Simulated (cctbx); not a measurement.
## Diagnosing a refinement

Cell a = 3.8850 Å, b = 3.8850 Å, c = 8.2780 Å, α = 90.00°, β = 90.00°, γ = 90.00°; space group P4/nmm (no. 129, origin choice 1). The compound is GdGaNiC.

Simulated single-crystal data (cctbx): Mo Kα, λ = 0.71073 Å, to d = 0.8 Å, 95 % of the full sphere, strongest reflection 40000 counts, noise from counting, a 1.5 % proportional error and a noise floor of 15 counts (s.d.); no absorption.

An anisotropic refinement with weights 1/σ² prints:

```text
Rint 0.019, 102 unique reflections to 0.80 A
cycle     R1     wR2    GooF  max shift (A)
   1  0.0701  0.1365  12.186   0.00757
   2  0.0467  0.0851   7.596   0.00000
final R1 0.0467 wR2 0.0851 GooF 7.596  parameters 8  data/parameter 12.8
atom        x        y        z      Ueq    occ   su(xyz)  su(Uiso or U11)
Gd1    0.50000  0.00000  0.15027   0.0334  1.000  0.00022  0.0007
Ga1    0.00000  0.50000  0.34968   0.0233  1.000  0.00040  0.0011
Ni1    0.50000  0.50000  0.50000   0.0229  1.000  0.00000  0.0014
difference map: max 7.69 min -0.63 rms 0.47
Q1    0.0000  0.5000  0.1457    2    7.92  1.69 A from Ga1
Q2    0.0000  0.5000  0.8324    2    2.09  0.14 A from Gd1
Q3    0.0000  0.3708  0.0266    8    0.53  1.55 A from Gd1
Q4    0.0000  0.1658  0.5168    8    0.36  0.66 A from Ni1
Q5    0.0000  0.3520  0.3577    8    0.32  0.58 A from Ga1
Q6    0.2500  0.2500  0.0000    4    0.25  1.85 A from Gd1
```

**Question.** Can this result stand? If not, what is the likely fault?

Mend it. The fault: an atom left out, C at (1/2, 0, 0.8527). Against the right model at the same level, R1 goes from 0.0063 to 0.0467 and GooF from 0.96 to 7.60 and the top difference peak, 7.9 e/Å³, lies 1.69 Å from Ga1. Q1 is the missing atom. With scattering power missing, scale and phases suffer, so peaks may also grow on the heavy atoms.

The compound is GdGaNiC. The right model at the same level gives:

```text
Rint 0.019, 102 unique reflections to 0.80 A
cycle     R1     wR2    GooF  max shift (A)
   1  0.0421  0.0976   8.860   0.03993
   2  0.0063  0.0106   0.963   0.00002
final R1 0.0063 wR2 0.0106 GooF 0.963  parameters 11  data/parameter 9.3
atom        x        y        z      Ueq    occ   su(xyz)  su(Uiso or U11)
Gd1    0.50000  0.00000  0.15035   0.0339  1.000  0.00003  0.0001
Ga1    0.00000  0.50000  0.34980   0.0249  1.000  0.00005  0.0001
Ni1    0.50000  0.50000  0.50000   0.0248  1.000  0.00000  0.0002
C1     0.50000  0.00000  0.85348   0.0452  1.000  0.00061  0.0019
difference map: max 0.30 min -0.53 rms 0.08
Q1    0.2500  0.2500  0.0000    4    0.30  1.83 A from C1
Q2    0.0000  0.3661  0.0297    8    0.29  1.10 A from C1
Q3    0.0000  0.5000  0.5365    2    0.23  1.55 A from Ga1
Q4    0.0000  0.5000  0.3408    2    0.23  0.07 A from Ga1
Q5    0.0000  0.5000  0.9248    2    0.22  0.62 A from Gd1
Q6    0.0000  0.3435  0.1198    8    0.22  0.65 A from C1
```

Isotropic U is held between 0.0001 and 1 Å² by the program, and listed peak heights are interpolated, so they can pass the grid's maximum.

This is a model crystal, built by substitution and not relaxed, with assumed displacement parameters.

[Middle refinement cycles are left out of these outputs.]

[Logs are printed without paths, hosts, clocks, repeated set-up lines and the standing remarks that a program may print on its own settings, such as how far it seeks lower states.]
